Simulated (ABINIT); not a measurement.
# Cl (Cmce): one start, several treatments of the self-energy

How much does the gap of Cl (Cmce) depend on the approximation to the self-energy?

Method: PBE and many-body steps on it, plane waves, in ABINIT 10.8.3.

## (1) Set-up

Symmetry: Cmce, No. 64, orthorhombic system. Conventional cell: a = 6.290 Å, b = 4.500 Å, c = 8.210 Å, α = 90.00°, β = 90.00°, γ = 90.00°. Cl has 1 Cl at 2.02 Å nearest.

The cell and positions come from the Crystallography Open Database and are kept as given unless a step says otherwise.

## (2) Empty states on the mesh, 4×4×2 mesh, 270 bands

This step: ABINIT 10.8.3; DFT, PBE, plane waves, norm-conserving pseudopotentials.

The sums over transitions need many empty states on a uniform mesh; this step solves for them.

The input, run.abi:

```
acell 3*1.0 Angstrom
rprim 
  3.145000000000 -2.250000000000 0.000000000000
  3.145000000000 2.250000000000 0.000000000000
  0.000000000000 0.000000000000 8.210000000000
ntypat 1
znucl 17
natom 4
typat 1 1 1 1
xred 
  0.870000000000 0.130000000000 0.100000000000
  0.630000000000 0.370000000000 0.600000000000
  0.130000000000 0.870000000000 0.900000000000
  0.370000000000 0.630000000000 0.400000000000
pp_dirpath "pseudos"
pseudos "Cl.upf"
ecut 25
ngkpt 4 4 2
nshiftk 1
shiftk 0 0 0
kptopt 1
chksymbreak 0
irdden 1
istwfk *1
nband 270
prtvol 0
optdriver 6
gwr_task "HDIAGO"
paral_kgb 0
occopt 1
indata_prefix "in"
outdata_prefix "out"
tmpdata_prefix "tmp"
```

Command:

```sh
> OMP_NUM_THREADS=1 mpirun -n 8 abinit run.abi > log
```

What it wrote:

```text
.Version 10.8.3 of ABINIT. v10.8.2 released Aug 2026.

 Symmetries : space group Cm c a (# 64); Bravais oC (1-face-center ortho.)
[... echo of the input left out ...]
== DATASET  1 ==================================================================
-   mpi_nproc: 8, omp_nthreads: 1 (-1 if OMP is not activated)

--- !DatasetInfo
iteration_state: {dtset: 1, }
dimensions: {natom: 4, nkpt: 14, mband: 270, nsppol: 1, nspinor: 1, nspden: 1, mpw: 4726, }
cutoff_energies: {ecut:  25.0, pawecutdg:  -1.0, }
[...]
Indirect band gap semiconductor
 Fundamental gap:     2.469 (eV)
   VBM:    -0.824 (eV) at k: [ 5.0000E-01,  5.0000E-01,  0.0000E+00]
   CBM:     1.645 (eV) at k: [ 0.0000E+00,  0.0000E+00,  0.0000E+00]
 Direct gap:         2.525 (eV) at k: [ 0.0000E+00,  0.0000E+00,  0.0000E+00]

== END DATASET(S) ==============================================================
================================================================================

 -outvars: echo values of variables after computation  --------
           etotal      0.0000000000E+00
            nband         270
             nkpt          14
          spgroup          64
 [... the other variables as echoed above ...]

 Calculation completed.
```

Elapsed: 2.2 min, on 8 MPI ranks of Arm Neoverse V2, shared host; peak memory 9.9 GiB.

Numbers from this step:

| Property | Result |
| --- | --- |
| gap | 2.469 eV |
| k of the valence top | 0.5, 0.5, 0 |
| k of the conduction bottom | 0, 0, 0 |
| least direct gap | 2.525 eV |
| k points computed | 14 |
| lowest point of the top converged band, above the valence top | 90.3936 eV |

On this mesh the gap is 2.469 eV.

The density comes from a self-consistent run that is not shown.

## (3) Screening, 4×4×2 mesh, 262 bands, screening to 152.4 eV

The RPA dielectric matrix is built and inverted for each q.

This step: RPA screening on PBE, plane waves, norm-conserving pseudopotentials.

Changes to run.abi since step 2:

```diff
@@ -22,10 +22,11 @@
 chksymbreak 0
-irdden 1
 istwfk *1
-nband 270
-prtvol 0
-optdriver 6
-gwr_task "HDIAGO"
-paral_kgb 0
 occopt 1
+irdwfk 1
+optdriver 3
+nband 262
+ecuteps 5.6
+inclvkb 2
+awtr 1
+symchi 1
 indata_prefix "in"
```

What it wrote:

```text
.Version 10.8.3 of ABINIT. v10.8.2 released Aug 2026.

 Symmetries : space group Cm c a (# 64); Bravais oC (1-face-center ortho.)
[... echo of the input left out ...]
== DATASET  1 ==================================================================
-   mpi_nproc: 8, omp_nthreads: 1 (-1 if OMP is not activated)

--- !DatasetInfo
iteration_state: {dtset: 1, }
dimensions: {natom: 4, nkpt: 14, mband: 262, nsppol: 1, nspinor: 1, nspden: 1, mpw: 4726, }
cutoff_energies: {ecut:  25.0, pawecutdg:  -1.0, }
electrons: {nelect:   2.80000000E+01, charge:   0.00000000E+00, occopt:   1.00000000E+00, tsmear:   1.00000000E-02, }

 SCREENING: Calculation of the susceptibility and dielectric matrices

 Based on a program developped by R.W. Godby, V. Olevano, G. Onida, and L. Reining.
 Incorporated in ABINIT by V. Olevano, G.-M. Rignanese, and M. Torrent.
.Using double precision arithmetic ; gwpc =  8

[... cell and pseudopotentials left out ...]
--------------------------------------------------------------------------------

 ==== K-mesh for the wavefunctions ====
 Number of points in the irreducible wedge :    14
[... list of points left out ...]
 Together with  8 symmetry operations and time-reversal symmetry
 yields    32 points in the full Brillouin Zone.

 ==== Q-mesh for the screening function ====
 Number of points in the irreducible wedge :    14
[... list of points left out ...]
 Together with  8 symmetry operations and time-reversal symmetry
 yields    32 points in the full Brillouin Zone.

 setmesh: FFT mesh size selected  =    30x   30x   54
          total number of points  =        48600

 vcoul_init : cutoff-mode = AUXILIARY_FUNCTION
 q-points for optical limit:   1
     1)      0.000010    0.000020    0.000030

- screening: taking advantage of time-reversal symmetry
- Maximum band index for partially occupied states nbvw = 14
- Remaining bands to be divided among processors   nbcw = 248
- Number of bands treated by each node ~31

 Number of electrons calculated from density =   28.0000; Expected =   28.0000
 average of density, n =  0.035710
 r_s =    1.8838
 omega_plasma =   18.2284 [eV]

 calculating chi0 at frequencies [eV] :
  1    0.000000E+00    0.000000E+00
  2    0.000000E+00    1.822838E+01

--------------------------------------------------------------------------------
  q-point number  1        q = ( 0.000000, 0.000000, 0.000000) [r.l.u.]
--------------------------------------------------------------------------------
[... chi0 elements left out ...]
 For q-point:  0.000010 0.000020 0.000030
  dielectric constant =   2.8117
  dielectric constant without local fields =   3.4619

  Average fulfillment of the sum rule on Im[epsilon] for q-point    1 :     80.97  [%]
[... wings left out ...]
  q-point number  2        q = ( 0.250000, 0.000000, 0.000000) [r.l.u.]
--------------------------------------------------------------------------------
[... chi0 elements left out ...]
  Average fulfillment of the sum rule on Im[epsilon] for q-point    2 :     82.82  [%]

 [... 12 further q-points ...]
```

It took 2.9 min on 8 MPI ranks; peak memory 4.9 GiB; 23 min of CPU time.

This step gave:

```
ε∞ with local fields, on this mesh, along the program's q direction : 2.812
the same without local fields                                       : 3.462
plasma frequency                                                    : 18.23 eV
plane waves in the screening matrix                                 : 487
```

Local fields lower ε∞ by 19 %. On a Γ-centred mesh this coarse the value itself is usually too large, while a short band sum pulls it down.

## (4) G0W0, Godby-Needs plasmon pole

The self-energy is evaluated for the states that the input lists, and the levels follow from it, in one-shot runs by the linearised quasiparticle equation.

This step: G0W0 on PBE, plane waves, norm-conserving pseudopotentials.

Changes to run.abi since step 3:

```diff
@@ -25,8 +25,17 @@
 irdwfk 1
-optdriver 3
+optdriver 4
 nband 262
+gwcalctyp 0
+ecutsigx 25
+symsigma 1
+nkptgw 2
+kptgw 
+  0.5000000000 0.5000000000 0.0000000000
+  0.0000000000 0.0000000000 0.0000000000
+bdgw 
+  13 16
+  13 16
 ecuteps 5.6
-inclvkb 2
-awtr 1
-symchi 1
+irdscr 1
+ppmodel 1
 indata_prefix "in"
```

What it wrote:

```text
.Version 10.8.3 of ABINIT. v10.8.2 released Aug 2026.

 Symmetries : space group Cm c a (# 64); Bravais oC (1-face-center ortho.)
[... echo of the input left out ...]
== DATASET  1 ==================================================================
-   mpi_nproc: 8, omp_nthreads: 1 (-1 if OMP is not activated)

--- !DatasetInfo
iteration_state: {dtset: 1, }
dimensions: {natom: 4, nkpt: 14, mband: 262, nsppol: 1, nspinor: 1, nspden: 1, mpw: 4726, }
cutoff_energies: {ecut:  25.0, pawecutdg:  -1.0, }
electrons: {nelect:   2.80000000E+01, charge:   0.00000000E+00, occopt:   1.00000000E+00, tsmear:   1.00000000E-02, }

 SIGMA: Calculation of the GW corrections

 Based on a program developped by R.W. Godby, V. Olevano, G. Onida, and L. Reining.
 Incorporated in ABINIT by V. Olevano, G.-M. Rignanese, and M. Torrent.
.Using double precision arithmetic ; gwpc =  8

[... cell and pseudopotentials left out ...]
--------------------------------------------------------------------------------

 ==== K-mesh for the wavefunctions ====
 Number of points in the irreducible wedge :    14
[... list of points left out ...]
 Together with  8 symmetry operations and time-reversal symmetry
 yields    32 points in the full Brillouin Zone.

 ==== Q-mesh for screening function ====
 Number of points in the irreducible wedge :    14
[... list of points left out ...]
 Together with  8 symmetry operations and time-reversal symmetry
 yields    32 points in the full Brillouin Zone.

 vcoul_init : cutoff-mode = AUXILIARY_FUNCTION
 q-points for optical limit:   1
     1)      0.000010    0.000020    0.000030
 setmesh: FFT mesh size selected  =    36x   36x   72
          total number of points  =        93312

 Number of electrons calculated from density =   28.0000; Expected =   28.0000
 average of density, n =  0.035710
 r_s =    1.8838
 omega_plasma =   18.2284 [eV]

 === KS Band Gaps ===
  >>>> For spin  1
   Minimum direct gap =   2.5251 [eV], located at k-point      :   0.0000  0.0000  0.0000
   Fundamental gap    =   2.4691 [eV], Top of valence bands at :   0.5000  0.5000  0.0000
                                       Bottom of conduction at :   0.0000  0.0000  0.0000
 SIGMA fundamental parameters:
 PLASMON POLE MODEL  1
 number of plane-waves for SigmaX                 4675
 number of plane-waves for SigmaC and W            487
 number of plane-waves for wavefunctions          4675
 number of bands                                   262
 number of independent spin polarizations            1
 number of spinorial components                      1
 number of k-points in IBZ                          14
 number of q-points in IBZ                          14
 number of symmetry operations                       8
 number of k-points in BZ                           32
 number of q-points in BZ                           32
 number of frequencies for dSigma/dE                 9
 frequency step for dSigma/dE [eV]                0.25
 number of omega for Sigma on real axis              0
 max omega for Sigma on real axis  [eV]           0.00
 zcut for avoiding poles [eV]                     0.10

 EPSILON^-1 parameters (SCR file):
 dimension of the eps^-1 matrix on file            487
 dimension of the eps^-1 matrix used               487
 number of plane-waves for wavefunctions          4675
 number of bands                                   262
 number of q-points in IBZ                          14
 number of frequencies                               2
 number of real frequencies                          1
 number of imag frequencies                          1

 matrix elements of self-energy operator (all in [eV])

 Perturbative Calculation

--- !SelfEnergy_ee
iteration_state: {dtset: 1, }
kpoint     : [   0.500,    0.500,    0.000, ]
spin       : 1
KS_gap     :    2.546
QP_gap     :    5.752
Delta_QP_KS:    3.206
data: !SigmaeeData |
     Band     E0 <VxcDFT>   SigX SigC(E0)      Z dSigC/dE  Sig(E)    E-E0       E
       13  -1.186 -14.321 -18.741   2.324   0.786  -0.272 -15.968  -1.648  -2.834
       14  -0.824 -14.674 -19.122   2.288   0.790  -0.266 -16.380  -1.707  -2.530
       15   1.722 -14.106  -8.998  -3.210   0.790  -0.265 -12.607   1.500   3.222
       16   1.912 -14.243  -9.064  -3.231   0.788  -0.269 -12.708   1.535   3.448

--- !SelfEnergy_ee
iteration_state: {dtset: 1, }
kpoint     : [   0.000,    0.000,    0.000, ]
spin       : 1
KS_gap     :    2.525
QP_gap     :    5.669
Delta_QP_KS:    3.143
data: !SigmaeeData |
     Band     E0 <VxcDFT>   SigX SigC(E0)      Z dSigC/dE  Sig(E)    E-E0       E
       13  -0.970 -14.511 -19.022   2.321   0.789  -0.267 -16.240  -1.728  -2.699
       14  -0.880 -14.708 -19.184   2.319   0.789  -0.268 -16.409  -1.701  -2.581
       15   1.645 -13.980  -8.981  -3.178   0.792  -0.262 -12.538   1.442   3.087
       16   2.208 -14.626  -9.222  -3.372   0.784  -0.276 -13.033   1.593   3.801

== END DATASET(S) ==============================================================
================================================================================

 -outvars: echo values of variables after computation  --------
           etotal      0.0000000000E+00
            nband         262
             nkpt          14
          spgroup          64
 [... the other variables as echoed above ...]

 Calculation completed.
```

Elapsed: 36 s, on 8 MPI ranks; peak memory 5.2 GiB.

This step gave:

| Item | Value |
| --- | --- |
| G0W0 gap on the points computed | 5.617 eV |
| starting gap on the mesh | 2.469 eV |
| k of the valence top | 0.5, 0.5, 0 |
| k of the conduction bottom | 0, 0, 0 |
| Z at the valence top | 0.79 |
| Z at the conduction bottom | 0.792 |
| least direct G0W0 gap on the computed points | 5.668 eV |

The gap on the mesh goes from 2.47 eV to 5.62 eV, a correction of +3.15 eV.

## (5) G0W0, Hybertsen-Louie plasmon pole

Changes to run.abi since step 4:

```diff
@@ -39,3 +39,3 @@
 irdscr 1
-ppmodel 1
+ppmodel 2
 indata_prefix "in"
```

What it wrote:

```text
.Version 10.8.3 of ABINIT. v10.8.2 released Aug 2026.

 Symmetries : space group Cm c a (# 64); Bravais oC (1-face-center ortho.)
[... echo of the input left out ...]
== DATASET  1 ==================================================================
-   mpi_nproc: 8, omp_nthreads: 1 (-1 if OMP is not activated)

--- !DatasetInfo
iteration_state: {dtset: 1, }
dimensions: {natom: 4, nkpt: 14, mband: 262, nsppol: 1, nspinor: 1, nspden: 1, mpw: 4726, }
cutoff_energies: {ecut:  25.0, pawecutdg:  -1.0, }
electrons: {nelect:   2.80000000E+01, charge:   0.00000000E+00, occopt:   1.00000000E+00, tsmear:   1.00000000E-02, }

 SIGMA: Calculation of the GW corrections

 Based on a program developped by R.W. Godby, V. Olevano, G. Onida, and L. Reining.
 Incorporated in ABINIT by V. Olevano, G.-M. Rignanese, and M. Torrent.
.Using double precision arithmetic ; gwpc =  8

[... cell and pseudopotentials left out ...]
--------------------------------------------------------------------------------

 ==== K-mesh for the wavefunctions ====
 Number of points in the irreducible wedge :    14
[... list of points left out ...]
 Together with  8 symmetry operations and time-reversal symmetry
 yields    32 points in the full Brillouin Zone.

 ==== Q-mesh for screening function ====
 Number of points in the irreducible wedge :    14
[... list of points left out ...]
 Together with  8 symmetry operations and time-reversal symmetry
 yields    32 points in the full Brillouin Zone.

 vcoul_init : cutoff-mode = AUXILIARY_FUNCTION
 q-points for optical limit:   1
     1)      0.000010    0.000020    0.000030
 setmesh: FFT mesh size selected  =    36x   36x   72
          total number of points  =        93312

 Number of electrons calculated from density =   28.0000; Expected =   28.0000
[...]
number of omega for Sigma on real axis              0
 max omega for Sigma on real axis  [eV]           0.00
 zcut for avoiding poles [eV]                     0.10

 EPSILON^-1 parameters (SCR file):
 dimension of the eps^-1 matrix on file            487
 dimension of the eps^-1 matrix used               487
 number of plane-waves for wavefunctions          4675
 number of bands                                   262
 number of q-points in IBZ                          14
 number of frequencies                               2
 number of real frequencies                          1
 number of imag frequencies                          1

 matrix elements of self-energy operator (all in [eV])

 Perturbative Calculation

--- !SelfEnergy_ee
iteration_state: {dtset: 1, }
kpoint     : [   0.500,    0.500,    0.000, ]
spin       : 1
KS_gap     :    2.546
QP_gap     :    5.831
Delta_QP_KS:    3.285
data: !SigmaeeData |
     Band     E0 <VxcDFT>   SigX SigC(E0)      Z dSigC/dE  Sig(E)    E-E0       E
       13  -1.186 -14.321 -18.741   1.890   0.829  -0.207 -16.417  -2.096  -3.282
       14  -0.824 -14.674 -19.122   1.928   0.829  -0.207 -16.762  -2.088  -2.912
       15   1.722 -14.106  -8.998  -3.668   0.831  -0.204 -12.910   1.196   2.918
[...]
--- !SelfEnergy_ee
iteration_state: {dtset: 1, }
kpoint     : [   0.000,    0.000,    0.000, ]
spin       : 1
KS_gap     :    2.525
QP_gap     :    5.749
Delta_QP_KS:    3.223
data: !SigmaeeData |
     Band     E0 <VxcDFT>   SigX SigC(E0)      Z dSigC/dE  Sig(E)    E-E0       E
[...]
15   1.645 -13.980  -8.981  -3.636   0.832  -0.202 -12.845   1.135   2.780
       16   2.208 -14.626  -9.222  -3.819   0.826  -0.210 -13.316   1.311   3.518

== END DATASET(S) ==============================================================
================================================================================

 -outvars: echo values of variables after computation  --------
           etotal      0.0000000000E+00
            nband         262
             nkpt          14
          spgroup          64
 [... the other variables as echoed above ...]

 Calculation completed.
```

Elapsed: 35 s, on 8 MPI ranks; peak memory 4.9 GiB.

This step gave:

* G0W0 gap on the points computed: 5.692 eV
* starting gap on the mesh: 2.469 eV
* k of the valence top: 0.5, 0.5, 0
* k of the conduction bottom: 0, 0, 0
* Z at the valence top: 0.829
* Z at the conduction bottom: 0.832
* least direct G0W0 gap on the computed points: 5.749 eV

Against G0W0 in ABINIT (4×4×2 mesh, 262 bands, screening to 152.4 eV, Godby-Needs plasmon pole), the gap moves by +0.075 eV.

## (6) G0W0, von der Linden-Horsch plasmon pole

Changes to run.abi since step 5:

```diff
@@ -39,3 +39,3 @@
 irdscr 1
-ppmodel 2
+ppmodel 3
 indata_prefix "in"
```

What it wrote:

```text
.Version 10.8.3 of ABINIT. v10.8.2 released Aug 2026.

 Symmetries : space group Cm c a (# 64); Bravais oC (1-face-center ortho.)
[... echo of the input left out ...]
== DATASET  1 ==================================================================
-   mpi_nproc: 8, omp_nthreads: 1 (-1 if OMP is not activated)

--- !DatasetInfo
iteration_state: {dtset: 1, }
dimensions: {natom: 4, nkpt: 14, mband: 262, nsppol: 1, nspinor: 1, nspden: 1, mpw: 4726, }
cutoff_energies: {ecut:  25.0, pawecutdg:  -1.0, }
[...]
Band     E0 <VxcDFT>   SigX SigC(E0)      Z dSigC/dE  Sig(E)    E-E0       E
[...]
15   1.645 -13.980  -8.981  -3.461   0.857  -0.167 -12.662   1.318   2.964
       16   2.208 -14.626  -9.222  -3.625   0.852  -0.173 -13.110   1.517   3.724

== END DATASET(S) ==============================================================
================================================================================

 -outvars: echo values of variables after computation  --------
           etotal      0.0000000000E+00
            nband         262
             nkpt          14
          spgroup          64
 [... the other variables as echoed above ...]

 Calculation completed.
```

It took 20 s on 8 MPI ranks; peak memory 4.5 GiB.

This step gave:

* G0W0 gap on the points computed: 5.978 eV
* starting gap on the mesh: 2.469 eV
* k of the valence top: 0.5, 0.5, 0
* k of the conduction bottom: 0, 0, 0
* least direct G0W0 gap on the computed points: 6.034 eV

Against G0W0 in ABINIT (4×4×2 mesh, 262 bands, screening to 152.4 eV, Godby-Needs plasmon pole), the gap moves by +0.361 eV.

(Continued in part 2 of 2.)

[Paths, hosts, dates, memory and timing lines, banners, echoed tables and standing remarks are left out of the program output.]

[Logs are printed without paths, hosts, clocks, repeated set-up lines and the standing remarks that a program may print on its own settings, such as how far it seeks lower states.]

[Runs of the session that timed out or met a known fault of the program may be left out.]

[Hosts, paths, dates, database ids (printed as entryN), source tags and the programs' standing remarks are cut or masked in the printed files.]

[G0W0 gaps are taken among the corrected bands and points alone; a level outside them can change the order at an edge.]

[Where Ansatz stands beside ABINIT at settings called matched, ABINIT's density can come from a denser mesh and the files from another edition; pairs whose starting gaps differed by over 0.03 eV were left out, so agreement reads better than it is.]
